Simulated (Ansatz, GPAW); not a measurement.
# A 2-layer slab of Al(100): work function by functional and basis, part 2 of 2

How far do functional and basis move the work function of a 2-layer slab of Al(100)?

GPAW 26.7.0 and Ansatz 0.2.0; Ansatz plane waves; slab in vacuum with a dipole correction, relaxation (the session's first sound run).

So far, upper work function (eV): step 2 (relaxation, PBE) 4.44; step 5 (self-consistent run: xc = "vdW-DF2", GPAW, PAW setups, GPAW) 4.61; step 6 (self-consistent run: xc = "revPBE") 4.38; step 7 (real-space grid: mode = "fd", PBE, GPAW) 4.45; step 8 (atomic orbitals: mode = "lcao", PBE, GPAW) 4.40.

## Step 10: A second plane-wave code

A second program with its own datasets checks the number independently.

This step: Ansatz plane waves; slab in vacuum with a dipole correction (Ansatz 0.2.0).

input.yaml

```yaml
crystal:
  lattice:
    - [2.8637824638, 0.0, 0.0]
    - [0.0, 2.8637824638, 0.0]
    - [0.0, 0.0, 18.025]
  atoms:
    - { symbol: Al, position: [0.5, 0.5, 0.4438280166] }
    - { symbol: Al, position: [0.0, 0.0, 0.5624974483] }
kpoints:
  mp_grid: { grid: [11, 11, 1] }
hamiltonian:
  xc: pbe
scf:
  occupations: { method: fermi_dirac, width: 0.1 }
efield:
  axis: 3
  dipole_correction: true
  ramp_width: 0.05
output:
  forces: true
  write_potential: true
  write_density: true
  volumetric_format: npy
  elf: true
```

Run with:

```sh
ansatz run input.yaml --threads 4 --pin off --max-ram 8192MiB --backend cpu --events-out ev --progress --plain --runs-dir out
```

Run time: 1.4 s. Hardware: 4 threads of AMD EPYC 7R32 (Zen 2), shared host; peak memory 0.42 GiB; 4.3 s of CPU time.

This step gave:

- upper work function: 4.445 eV
- lower work function: 4.445 eV
- dipole along the normal: -8.64e-6 e·Å
- dipole field: -1.06e-5 V/Å

Table of electrostatic potential energy of an electron (with the applied field's), less the Fermi level, planar mean by z:

z (Å), electrostatic potential energy of an electron (with the applied field's), less the Fermi level, planar mean (eV) and a bar from the least value:
```
      0.0       4.44 ##############################
      0.5       4.44 ##############################
      1.0       4.44 ##############################
      1.5       4.44 ##############################
      2.0       4.44 ##############################
      2.5       4.44 ##############################
      3.0       4.44 ##############################
      3.5       4.44 ##############################
      4.0       4.44 ##############################
      4.5       4.44 ##############################
      5.0       4.41 ##############################
      5.5       4.34 ##############################
      6.0       4.08 #############################
      6.5       3.23 ##########################
      7.0       0.54 ###################
      7.5      -4.71 ###
      8.0      -5.84 
      8.5      -5.02 ##
      9.0      -1.49 #############
      9.5      -4.04 #####
     10.0      -5.83 
     10.5      -5.37 #
     11.0      -0.88 ##############
     11.5       2.75 #########################
     12.0       3.94 #############################
     12.5       4.29 ##############################
     13.0       4.40 ##############################
     13.5       4.43 ##############################
     14.0       4.44 ##############################
     14.5       4.44 ##############################
     15.0       4.44 ##############################
     15.5       4.44 ##############################
     16.0       4.44 ##############################
     16.5       4.44 ##############################
     17.0       4.44 ##############################
     17.5       4.44 ##############################
```

The valence density, planar mean by z:

z (Å), valence density, planar mean (e/Å³) and a bar:
```
      3.0      0.000 
      3.5      0.000 
      4.0      0.000 
      4.5      0.000 
      5.0      0.001 
      5.5      0.004 #
      6.0      0.012 ##
      6.5      0.036 ######
      7.0      0.091 ################
      7.5      0.144 #########################
      8.0      0.161 ############################
      8.5      0.171 #############################
      9.0      0.175 ##############################
      9.5      0.174 ##############################
     10.0      0.163 ############################
     10.5      0.150 ##########################
     11.0      0.109 ###################
     11.5      0.049 ########
     12.0      0.016 ###
     12.5      0.005 #
     13.0      0.001 
     13.5      0.000 
     14.0      0.000 
     14.5      0.000 
     15.0      0.000
```

ELF in the ca plane at fractional y = 0.000, with atoms of Al within 0.2 Å of it. It is the smooth field of the valence electrons, not physical close to the nuclei.

Ten even steps from '0' (0.00) to '9' (0.80), each cell a mean:
```
00000000000000011233345212599631000000000000
00000000000000013455556645898520000000000000
00000000000000124688766889986310000000000000
00000000000000135899877799975310000000000000
00000000000000135788877799986310000000000000
00000000000000124566666778997420000000000000
00000000000000012344446412798631000000000000
00000000000000001222245144499631000000000000
```
Columns run along c (18.0 Å), rows up along a (2.9 Å). Atoms in or near the plane, at fractional coordinates: Al at (0.56, 0.00).

Electrostatic potential energy in the ca plane at fractional y = 0.000, with atoms of Al within 0.2 Å of it. With pseudopotentials it is smooth inside the atoms' cores, unlike the true potential.

Ten even steps from '0' (-16 eV) to '9' (3 eV), each cell a mean:
```
99999999999999999999874022048999999999999999
99999999999999999988886100168999999999999999
99999999999999999887787533589999999999999999
99999999999999999877788766789999999999999999
99999999999999999887788755789999999999999999
99999999999999999988886311378999999999999999
99999999999999999998874000058999999999999999
99999999999999999999873044038999999999999999
```
Columns run along c (18.0 Å; values clipped at the 3rd and 97th percentile), rows up along a (2.9 Å). Atoms in or near the plane, at fractional coordinates: Al at (0.56, 0.00).

Valence density in the ca plane at fractional y = 0.000, with atoms of Al within 0.2 Å of it. It is the smooth field of the valence electrons, not physical close to the nuclei.

Values in e/Å³, 5 rows by 16 columns, each cell a mean:
```
0.00 0.00 0.00 0.00 0.00 0.01 0.07 0.12 0.15 0.13 0.05 0.00 0.00 0.00 0.00 0.00
0.00 0.00 0.00 0.00 0.00 0.02 0.10 0.17 0.19 0.17 0.04 0.00 0.00 0.00 0.00 0.00
0.00 0.00 0.00 0.00 0.00 0.02 0.12 0.19 0.19 0.16 0.04 0.00 0.00 0.00 0.00 0.00
0.00 0.00 0.00 0.00 0.00 0.01 0.09 0.15 0.19 0.17 0.04 0.00 0.00 0.00 0.00 0.00
0.00 0.00 0.00 0.00 0.00 0.01 0.06 0.12 0.13 0.11 0.06 0.00 0.00 0.00 0.00 0.00
```
Columns run along c (18.0 Å), rows up along a (2.9 Å). Atoms in or near the plane, at fractional coordinates: Al at (0.56, 0.00).

The upper face's work function is 4.445 eV, against 4.447 eV in the first plane-wave PBE run at this geometry.

## Step 11: Side by side

Results and costs are gathered.

This step: comparison of work functions, dipole and cost (GPAW 26.7.0).

Ladder, by row:

```csv
step,code,"work function, upper (eV)","work function, lower (eV)",dipole (e Å),wall time (s),peak memory (GiB),threads
pw,GPAW,4.447,4.447,-5.36e-6,5.58,0.15,1
optPBE-vdW,GPAW,4.567,4.567,-5.15e-6,12.69,0.24,1
vdW-DF2,GPAW,4.615,4.615,-2.51e-6,12.62,0.24,1
revPBE,GPAW,4.38,4.38,-5.40e-6,5.94,0.15,1
fd,GPAW,4.447,4.447,7.28e-7,17.93,0.25,1
lcao,GPAW,4.396,4.396,-3.06e-6,114.1,0.22,1
ansatz,Ansatz,4.445,4.445,-8.64e-6,1.45,0.416,4
```

## Step 12: A changed run

One more run, with changed settings.

This step: GPAW, PAW setups; slab in vacuum (GPAW 26.7.0).

run.py

```python
import json
import numpy as np
from ase import Atoms
from gpaw import GPAW, PW

slab = Atoms(
    ['Al', 'Al'],
    positions=[
        [1.43189, 1.43189, 8.00000],
        [0.00000, 0.00000, 10.13902]],
    cell=[[2.86378, 0.0, 0.0], [0.0, 2.86378, 0.0], [0.0, 0.0, 18.025]],
    pbc=[True, True, False])

slab.calc = GPAW(mode=PW(400), xc='PBE', kpts={'size': (11, 11, 1), 'gamma': True},
                 occupations={'name': 'fermi-dirac', 'width': 1.0}, nbands='200%',
                 convergence={'density': 1e-05}, maxiter=50,
                 poissonsolver={'dipolelayer': 'xy'},
                 symmetry={'tolerance': 1e-3}, txt='slab.txt')
result = {}
energy = slab.get_potential_energy()
fermi = slab.calc.get_fermi_level()
v = slab.calc.get_electrostatic_potential().mean((0, 1)) - fermi
n = slab.calc.get_pseudo_density().mean((0, 1))
L = slab.cell[2, 2]
z = np.arange(len(v)) * L / len(v)
low, high = slab.positions[:, 2].min(), slab.positions[:, 2].max()
below, above = np.interp([low - 5.8, high + 5.8], z, v)
slopes = [np.interp(x, z, np.gradient(v, z)) for x in (low - 5.8, high + 5.8)]
eps = np.array([[slab.calc.get_eigenvalues(k, s) for k in range(len(slab.calc.get_ibz_k_points()))]
                for s in range(slab.calc.get_number_of_spins())]) - fermi
top, bottom = eps[eps < 0].max(), eps[eps > 0].min()
dipole = slab.get_dipole_moment()[2]
print(f'energy {energy:.4f} eV, Fermi level {fermi:.4f} eV, dipole {dipole:.5f} e A')
print(f'potential 5.8 A off the faces, from the Fermi level: lower {below:.4f} eV, upper {above:.4f} eV')
print(f'slope of the potential there: lower {slopes[0]:.5f}, upper {slopes[1]:.5f} eV/A')
print(f'nearest levels on the mesh: {top:.4f} and {bottom:.4f} eV')
print('magnetic moment', round(slab.get_magnetic_moment(), 3))
result.update(energy=energy, fermi=fermi, dipole=dipole, below=below, above=above, slopes=slopes, edges=[top, bottom],
              z=z.tolist(), v=v.tolist(), n=n.tolist(), positions=slab.positions.tolist(),
              forces=slab.get_forces(apply_constraint=False).tolist(), moments=slab.get_magnetic_moments().tolist())
json.dump(result, open('result.json', 'w'))
```

Run with:

```sh
OMP_NUM_THREADS=1 OPENBLAS_NUM_THREADS=1 python run.py
```

Wall time 5.7 s (1 thread); peak memory 0.15 GiB.

The run finished. A setting was moved off its sound value on purpose, so it serves as a test and not as the result.

The fault put into the input: a smearing of electronvolts (width = 1.0).

Side by side:

```csv
quantity,this run,sound run,difference
upper work function (eV),4.8265,4.4473,0.379
lower work function (eV),4.8292,4.4472,0.382
```

The two runs differ clearly in the lower work function: 4.83 eV against 4.45 eV.

## Step 13: Outcome

```json
{
  "work function, both faces": "4.45 eV",
  "dipole along the normal": "-5.4e-6 e Å, near the numerical noise"
}
```

With plane waves and PBE the work function is 4.45 eV on the upper face and 4.45 eV on the lower. Over the sound runs of the table the upper face's work function spans 4.380 (revPBE) to 4.615 eV (vdW-DF2). The two plane-wave codes differ by 0.0026 eV on the upper face. The slab is only 2.1 Å thick between its outer nuclei, so the values belong to this film more than to the surface of the bulk metal. The in-plane lattice was kept as typed, which isn't the functional's own and leaves some strain; spin-orbit coupling and temperature are left out.

[Logs are printed without paths, hosts, clocks, repeated set-up lines and the standing remarks that a program may print on its own settings, such as how far it seeks lower states.]

[Hosts, paths, dates, database ids (printed as entryN), source tags and the programs' standing remarks are cut or masked in the printed files.]
